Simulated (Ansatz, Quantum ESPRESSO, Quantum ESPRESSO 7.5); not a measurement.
# vacuum gap of 6.0 Å between two Pb(111) faces: ballistic transmission

Aim: the zero-bias transmission with pwcond for this junction: vacuum gap of 6.0 Å between two Pb(111) faces.

Main program and level: Quantum ESPRESSO 7.5; plane-wave DFT, PBE, GBRV ultrasoft pseudopotentials (cross-check by Ansatz 0.2.0 with PAW datasets).

## 1. Set-up

The cell holds 12 atoms: 12 Pb. Its edges and angles: a = 3.557 Å, b = 3.557 Å, c = 37.945 Å, α = 90.0°, β = 90.0°, γ = 60.0°. It derives from Pb. Regions: left lead, 6 atoms (6 Pb); right lead, 6 atoms (6 Pb). The structure is stacked along c, and the current runs across the ab planes.

## 2. Ground state

One periodic cell holds a stretch of lead, the junction and more lead; the atoms stay as built.

scf.in reads:

```
&control
  prefix = 'scf'
  outdir = './out'
  pseudo_dir = './pseudo'
  calculation = 'scf'
  tprnfor = .true.
/
&system
  ibrav = 0
  nat = 12
  ntyp = 1
  ecutwfc = 40
  ecutrho = 200
  occupations = 'smearing'
  smearing = 'mv'
  degauss = 0.01
/
&electrons
  conv_thr = 1e-07
  mixing_beta = 0.25
  electron_maxstep = 120
  mixing_mode = 'local-TF'
/
ATOMIC_SPECIES
  Pb  207.2000  pb_pbe_v1.uspp.F.UPF
CELL_PARAMETERS angstrom
  3.55674710936833 0.00000000000000 0.00000000000000
  1.77837355468417 3.08023335154985 0.00000000000000
  0.00000000000000 0.00000000000000 37.94479039426199
ATOMIC_POSITIONS crystal
  Pb  0.000000000000 0.000000000000 0.000000000000
  Pb  0.333333333000 0.333333333000 0.076534138780
  Pb  0.666666667000 0.666666667000 0.153068277561
  Pb  0.000000000000 0.000000000000 0.229602416341
  Pb  0.333333333000 0.333333333000 0.306136555121
  Pb  0.666666667000 0.666666667000 0.382670693901
  Pb  0.000000000000 0.000000000000 0.540795167318
  Pb  0.333333333000 0.333333333000 0.617329306099
  Pb  0.666666667000 0.666666667000 0.693863444879
  Pb  0.000000000000 0.000000000000 0.770397583659
  Pb  0.333333333000 0.333333333000 0.846931722439
  Pb  0.666666667000 0.666666667000 0.923465861220
K_POINTS automatic
  8 8 1 0 0 0
```

The run is started by

```sh
> OMP_NUM_THREADS=1 mpirun -n 4 pw.x -nk 4 -in scf.in > scf.out
```

Output:

```text
Program PWSCF v.7.5 starts
[citation notice left out]

     Parallel version (MPI & OpenMP), running on       4 processor cores
     Number of MPI processes:                 4
     Threads/MPI process:                     1

     MPI processes distributed on     1 nodes
[...]
Current dimensions of program PWSCF are:
     Max number of different atomic species (ntypx) = 10
     Max number of k-points (npk) =  40000
     Max angular momentum in pseudopotentials (lmaxx) =  4
     Message from routine setup:
     using ibrav=0 with symmetry is DISCOURAGED, use correct ibrav instead

     K-points division:     npool     =       4
     Subspace diagonalization in iterative solution of the eigenvalue problem:
     a serial algorithm will be used

     G-vector sticks info
     --------------------
     sticks:   dense  smooth     PW     G-vecs:    dense   smooth      PW
     Sum         625     499    151               133811    96055   16511

     Using Slab Decomposition

     bravais-lattice index     =            0
     lattice parameter (alat)  =       6.7213  a.u.
     unit-cell volume          =    2805.3391 (a.u.)^3
     number of atoms/cell      =           12
     number of atomic types    =            1
     number of electrons       =       168.00
     number of Kohn-Sham states=          101
     kinetic-energy cutoff     =      40.0000  Ry
     charge density cutoff     =     200.0000  Ry
     scf convergence threshold =      1.0E-07
     mixing beta               =       0.2500
     number of iterations used =            8  local-TF  mixing
     Exchange-correlation= SLA  PW   PBE  PBE
                           (   1   4   3   4   0   0   0)

     celldm(1)=   6.721278  celldm(2)=   0.000000  celldm(3)=   0.000000
     celldm(4)=   0.000000  celldm(5)=   0.000000  celldm(6)=   0.000000

     crystal axes: (cart. coord. in units of alat)
               a(1) = (   1.000000   0.000000   0.000000 )
               a(2) = (   0.500000   0.866025   0.000000 )
               a(3) = (   0.000000   0.000000  10.668397 )

     reciprocal axes: (cart. coord. in units 2 pi/alat)
               b(1) = (  1.000000 -0.577350  0.000000 )
               b(2) = (  0.000000  1.154701  0.000000 )
               b(3) = (  0.000000  0.000000  0.093735 )

     PseudoPot. # 1 for Pb read from file:
     ./pseudo/pb_pbe_v1.uspp.F.UPF
     Pseudo is Ultrasoft + core correction, Zval = 14.0
     Generated by new atomic code, or converted to UPF format
     Using radial grid of  899 points,  6 beta functions with:
                l(1) =   0
                l(2) =   0
                l(3) =   1
                l(4) =   1
                l(5) =   2
                l(6) =   2
     Q(r) pseudized with  6 coefficients,  rinner =    1.000   1.000   1.000
                                                       1.000   1.000

     atomic species   valence    mass     pseudopotential
     Pb               14.00   207.20000     Pb( 1.00)

      6 Sym. Ops. (no inversion) found

   Cartesian axes

     site n.     atom                  positions (alat units)
         1        Pb     tau(   1) = (   0.0000000   0.0000000   0.0000000  )
         2        Pb     tau(   2) = (   0.5000000   0.2886751   0.8164966  )
         3        Pb     tau(   3) = (   1.0000000   0.5773503   1.6329932  )
         4        Pb     tau(   4) = (   0.0000000   0.0000000   2.4494897  )
         5        Pb     tau(   5) = (   0.5000000   0.2886751   3.2659863  )
         6        Pb     tau(   6) = (   1.0000000   0.5773503   4.0824829  )
         7        Pb     tau(   7) = (   0.0000000   0.0000000   5.7694176  )
         8        Pb     tau(   8) = (   0.5000000   0.2886751   6.5859142  )
         9        Pb     tau(   9) = (   1.0000000   0.5773503   7.4024107  )
        10        Pb     tau(  10) = (   0.0000000   0.0000000   8.2189073  )
        11        Pb     tau(  11) = (   0.5000000   0.2886751   9.0354039  )
        12        Pb     tau(  12) = (   1.0000000   0.5773503   9.8519005  )

     number of k points=    10  Marzari-Vanderbilt smearing, width (Ry)=  0.0100
                       cart. coord. in units 2pi/alat
        k(    1) = (   0.0000000   0.0000000   0.0000000), wk =   0.0312500
        k(    2) = (   0.0000000   0.1443376   0.0000000), wk =   0.1875000
        k(    3) = (   0.0000000   0.2886751   0.0000000), wk =   0.1875000
        k(    4) = (   0.0000000   0.4330127   0.0000000), wk =   0.1875000
        k(    5) = (   0.0000000  -0.5773503   0.0000000), wk =   0.0937500
        k(    6) = (   0.1250000   0.2165064   0.0000000), wk =   0.1875000
        k(    7) = (   0.1250000   0.3608439   0.0000000), wk =   0.3750000
        k(    8) = (   0.1250000  -0.6495191   0.0000000), wk =   0.3750000
        k(    9) = (   0.2500000  -0.7216878   0.0000000), wk =   0.1875000
        k(   10) = (   0.2500000  -0.5773503   0.0000000), wk =   0.1875000

     Dense  grid:   133811 G-vectors     FFT dimensions: (  32,  32, 324)

     Smooth grid:    96055 G-vectors     FFT dimensions: (  27,  27, 300)

     Estimated max dynamical RAM per process >     306.02 MB

     Estimated total dynamical RAM >       1.10 GB

     Check: negative core charge=   -0.000009

     Initial potential from superposition of free atoms

     starting charge     167.9718, renormalised to     168.0000

     negative rho (up, down):  1.924E-01 0.000E+00
     Starting wfcs are  108 randomized atomic wfcs

     total cpu time spent up to now is        3.5 secs

     per-process dynamical memory:   175.3 Mb

     Self-consistent Calculation

     iteration #  1     ecut=    40.00 Ry     beta= 0.25
     Davidson diagonalization with overlap
     ethr =  1.00E-02,  avg # of iterations =  2.3

     Threshold (ethr) on eigenvalues was too large:
     Diagonalizing with lowered threshold

     Davidson diagonalization with overlap
     ethr =  9.21E-05,  avg # of iterations =  4.1

     negative rho (up, down):  1.921E-01 0.000E+00

     total cpu time spent up to now is       22.0 secs

     total energy              =   -1969.87061938 Ry
     estimated scf accuracy    <       0.16382008 Ry

     iteration #  2     ecut=    40.00 Ry     beta= 0.25
[...]
negative rho (up, down):  1.915E-01 0.000E+00

[...]
total energy              =   -1969.85418377 Ry
     estimated scf accuracy    <       0.11823376 Ry

     iteration #  3     ecut=    40.00 Ry     beta= 0.25
[...]
negative rho (up, down):  1.932E-01 0.000E+00

[...]
-7.6416  -7.6416  -7.6412  -7.6359  -7.6359  -7.6359  -7.6359  -7.6317
    -7.6316  -7.6312  -7.6176  -7.6171  -7.6171  -7.6170  -7.6166  -7.6166
    -7.6137  -7.6137  -7.6117  -7.6117  -7.5912  -7.5912  -7.5910  -7.5910
    -7.5895  -7.5895  -7.5886  -7.5886  -7.5273  -7.5273  -7.5264  -7.5264
    -7.5099  -7.5099  -7.5096  -7.5096  -7.5038  -7.5038  -7.4901  -7.4901
    -7.4813  -7.4813  -7.4618  -7.4618  -7.4304  -7.4304  -7.4227  -7.4227
    -7.4122  -7.4122  -7.3947  -7.3947  -1.9941  -1.9157  -1.7632  -1.5533
    -1.3071  -0.9925  -0.6392  -0.2472   0.1741   0.5911   0.9523   1.2279
     5.5833   6.0014   6.5815   7.4131   8.1642   9.2763  10.0462  11.4247
    12.0328  13.7365  13.9781  14.7504  14.7504  14.8073  14.8073  14.9209
    14.9209  15.0720  15.0720  15.2361  15.2362  15.4368  15.4368  15.6452
    15.6452  15.6820  15.8510  15.8511  15.9307

          k = 0.0000 0.1443 0.0000 ( 11989 PWs)   bands (ev):

    -7.6751  -7.6750  -7.6582  -7.6579  -7.6508  -7.6489  -7.6479  -7.6435
    -7.6429  -7.6326  -7.6292  -7.6266  -7.6225  -7.6218  -7.6201  -7.6195
    -7.6189  -7.6091  -7.6086  -7.6064  -7.6063  -7.6048  -7.6024  -7.5943
    -7.5943  -7.5883  -7.5882  -7.5869  -7.5866  -7.5822  -7.5815  -7.5742
    -7.5679  -7.5642  -7.5611  -7.5602  -7.5444  -7.5398  -7.5343  -7.5288
    -7.5231  -7.5173  -7.5127  -7.5090  -7.5084  -7.5015  -7.4941  -7.4885
    -7.4852  -7.4797  -7.4683  -7.4607  -7.4444  -7.4404  -7.4312  -7.4294
    -7.4211  -7.4165  -7.4105  -7.3927  -1.7403  -1.6621  -1.5102  -1.3013
    -1.0569  -0.7452  -0.3962  -0.0106   0.4022   0.8081   1.1569   1.4216
     5.8753   6.2783   6.8389   7.6438   8.3680   9.4351  10.1705  11.4227
    12.0005  12.4453  12.5296  12.6838  12.8545  13.0359  13.1948  13.4823
    13.6819  13.8486  13.8642  13.9411  14.0901  14.1006  14.2896  14.4073
    14.4800  14.5206  14.6495  14.8012  14.9557

          k = 0.0000 0.2887 0.0000 ( 11966 PWs)   bands (ev):

    -7.7178  -7.7167  -7.6944  -7.6873  -7.6819  -7.6641  -7.6588  -7.6498
    -7.6393  -7.6378  -7.6283  -7.6249  -7.6200  -7.6193  -7.6136  -7.6070
    -7.6060  -7.6033  -7.6006  -7.5965  -7.5932  -7.5878  -7.5832  -7.5786
    -7.5768  -7.5604  -7.5593  -7.5486  -7.5474  -7.5473  -7.5368  -7.5339
    -7.5271  -7.5205  -7.5177  -7.5169  -7.5105  -7.5065  -7.4989  -7.4980
    -7.4930  -7.4868  -7.4836  -7.4825  -7.4813  -7.4760  -7.4755  -7.4729
    -7.4687  -7.4685  -7.4639  -7.4573  -7.4572  -7.4552  -7.4518  -7.4386
    -7.4272  -7.4173  -7.4063  -7.3879  -0.9857  -0.9090  -0.7601  -0.5563
    -0.3200  -0.0202   0.3118   0.6737   1.0563   1.4230   1.7297   1.9580
     6.6977   7.0359   7.5065   8.1168   8.5547   8.9228   9.2849   9.5250
     9.6092   9.7737  10.0383  10.1498  10.4997  10.8512  10.9497  11.3030
    11.4111  11.6692  12.0627  12.6227  12.7119  12.7592  12.8801  13.1089
    13.1234  13.3730  13.7021  13.7829  14.0592

          k = 0.0000 0.4330 0.0000 ( 12010 PWs)   bands (ev):

    -7.7583  -7.7558  -7.7306  -7.7163  -7.7082  -7.6868  -7.6784  -7.6741
    -7.6720  -7.6662  -7.6499  -7.6464  -7.6450  -7.6390  -7.6367  -7.6299
    -7.6255  -7.6189  -7.6172  -7.6156  -7.6144  -7.6046  -7.5950  -7.5927
    -7.5880  -7.5783  -7.5681  -7.5569  -7.5535  -7.5232  -7.5024  -7.4999
    -7.4939  -7.4874  -7.4798  -7.4714  -7.4590  -7.4552  -7.4484  -7.4473
    -7.4436  -7.4434  -7.4370  -7.4363  -7.4321  -7.4302  -7.4255  -7.4235
    -7.4194  -7.4178  -7.4149  -7.4122  -7.4096  -7.4078  -7.3995  -7.3968
    -7.3966  -7.3939  -7.3873  -7.3757   0.2037   0.2731   0.4089   0.5919
     0.7987   1.0559   1.3331   1.6200   1.9167   2.1773   2.3848   2.5319
     6.5090   6.6278   6.8400   7.0039   7.1141   7.2338   7.3843   7.6344
     7.9956   8.2992   8.4271   8.7512   8.8775   9.0965   9.4738  10.1645
    10.7942  11.5369  11.7530  11.8353  11.8467  11.9543  12.0218  12.2604
    12.4597  12.5351  12.8772  13.2463  13.3135

          k = 0.0000-0.5774 0.0000 ( 12002 PWs)   bands (ev):

    -7.7745  -7.7714  -7.7447  -7.7270  -7.7179  -7.6995  -7.6973  -7.6886
    -7.6836  -7.6732  -7.6700  -7.6559  -7.6505  -7.6468  -7.6443  -7.6430
    -7.6375  -7.6303  -7.6261  -7.6255  -7.6225  -7.6119  -7.6070  -7.6011
    -7.5950  -7.5943  -7.5881  -7.5732  -7.5576  -7.5255  -7.5025  -7.4781
    -7.4773  -7.4772  -7.4645  -7.4505  -7.4422  -7.4406  -7.4335  -7.4308
    -7.4239  -7.4185  -7.4167  -7.4142  -7.4110  -7.4088  -7.4010  -7.3979
    -7.3970  -7.3964  -7.3905  -7.3872  -7.3871  -7.3843  -7.3781  -7.3696
    -7.3696  -7.3656  -7.3591  -7.3554   1.3311   1.3427   1.3885   1.4591
     1.5414   1.6632   1.8097   1.9741   2.1629   2.3404   2.4809   2.5878
     5.4935   5.6317   5.8700   6.1809   6.4102   6.5090   6.6310   6.8589
     6.9575   7.1521   7.2701   7.3362   9.9223   9.9987  10.2450  10.4059
    10.7329  10.8497  11.2630  11.4453  11.4713  11.5401  11.7171  11.9579
    12.1251  12.2352  12.5798  12.9510  13.0276

          k = 0.1250 0.2165 0.0000 ( 11971 PWs)   bands (ev):

    -7.6760  -7.6751  -7.6726  -7.6717  -7.6537  -7.6524  -7.6492  -7.6473
    -7.6392  -7.6352  -7.6296  -7.6294  -7.6176  -7.6171  -7.6108  -7.6104
    -7.6037  -7.6029  -7.5993  -7.5979  -7.5936  -7.5925  -7.5842  -7.5834
    -7.5781  -7.5751  -7.5654  -7.5579  -7.5540  -7.5539  -7.5532  -7.5475
    -7.5438  -7.5434  -7.5391  -7.5346  -7.5336  -7.5304  -7.5270  -7.5226
    -7.5119  -7.5072  -7.5032  -7.4999  -7.4899  -7.4890  -7.4871  -7.4765
    -7.4734  -7.4724  -7.4617  -7.4611  -7.4563  -7.4487  -7.4417  -7.4301
    -7.4229  -7.4203  -7.4111  -7.3986  -1.2355  -1.1582  -1.0080  -0.8021
    -0.5626  -0.2581   0.0804   0.4513   0.8451   1.2262   1.5482   1.7895
     6.4384   6.8040   7.3127   8.0307   8.6552   9.4926  10.0023  10.6143
    10.7527  10.7821  10.8766  10.9244  11.0324  11.2998  11.3682  11.6183
    11.6801  11.8976  12.0871  12.5536  12.6468  12.8071  12.9365  13.0969
    13.3460  13.6859  13.7385  13.9555  13.9980

[...]
the Fermi energy is     9.4601 ev

!    total energy              =   -1969.86139669 Ry
     estimated scf accuracy    <       0.00000001 Ry
     smearing contrib. (-TS)   =      -0.00101570 Ry
     internal energy E=F+TS    =   -1969.86038099 Ry

     The total energy is F=E-TS. E is the sum of the following terms:
     one-electron contribution =   -1163.85668821 Ry
     hartree contribution      =     699.59915872 Ry
     xc contribution           =    -760.38807377 Ry
     ewald contribution        =    -745.21477774 Ry

     convergence has been achieved in  10 iterations

     negative rho (up, down):  1.962E-01 0.000E+00

     Forces acting on atoms (cartesian axes, Ry/au):

     atom    1 type  1   force =     0.00000000    0.00000000    0.00074671
     atom    2 type  1   force =     0.00000000    0.00000000   -0.00140648
     atom    3 type  1   force =     0.00000000    0.00000000    0.00029619
     atom    4 type  1   force =     0.00000000    0.00000000    0.00042926
     atom    5 type  1   force =     0.00000000    0.00000000    0.00921261
     atom    6 type  1   force =     0.00000000    0.00000000   -0.00835025
     atom    7 type  1   force =     0.00000000    0.00000000    0.00836092
     atom    8 type  1   force =     0.00000000    0.00000000   -0.00921899
     atom    9 type  1   force =     0.00000000    0.00000000   -0.00042622
     atom   10 type  1   force =     0.00000000    0.00000000   -0.00028416
     atom   11 type  1   force =     0.00000000    0.00000000    0.00140265
     atom   12 type  1   force =     0.00000000    0.00000000   -0.00076223

     Total force =     0.017751     Total SCF correction =     0.000383

[...]
=------------------------------------------------------------------------------=
   JOB DONE.
=------------------------------------------------------------------------------=
```

Elapsed: 2.3 min, on 4 MPI ranks of Arm Neoverse V2, shared host; peak memory 1.3 GiB; 9.3 min of CPU time.

This step gave:

| Quantity | Value |
| --- | --- |
| free energy | -26801.3297 eV |
| Fermi energy | 9.460 eV |

The program's own clock; routines nest. Time by routine:

```tsv
routine	wall time (s)	calls
PWSCF	138.9	1
electrons	133.7	1
c_bands	117.5	11
cegterg	104.1	33
h_psi	58.59	209
fftw	41.88	22287
vloc_psi	39.06	209
calbec	13.88	254
sum_band	12.03	11
add_vuspsi	9.55	209
s_psi	9.52	209
h_psi:calbec	9.48	209
init_run	3.45	1
wfcinit	3	1
```

The run needed 10 iterations to bring the estimated error under 1e-07 Ry; the largest force on any atom, held or free, is 0.24 eV/Å.

(Continued in part 2 of 4.)

[Logs are printed without paths, hosts, clocks, repeated set-up lines and the standing remarks that a program may print on its own settings, such as how far it seeks lower states.]

[Hosts, paths, dates, database ids (printed as entryN), source tags and the programs' standing remarks are cut or masked in the printed files.]

[Maps of the electrostatic potential energy from Ansatz leave out the sawtooth potential of an applied field or a dipole correction, so their vacuum need not be flat; planar profiles and work functions include it.]
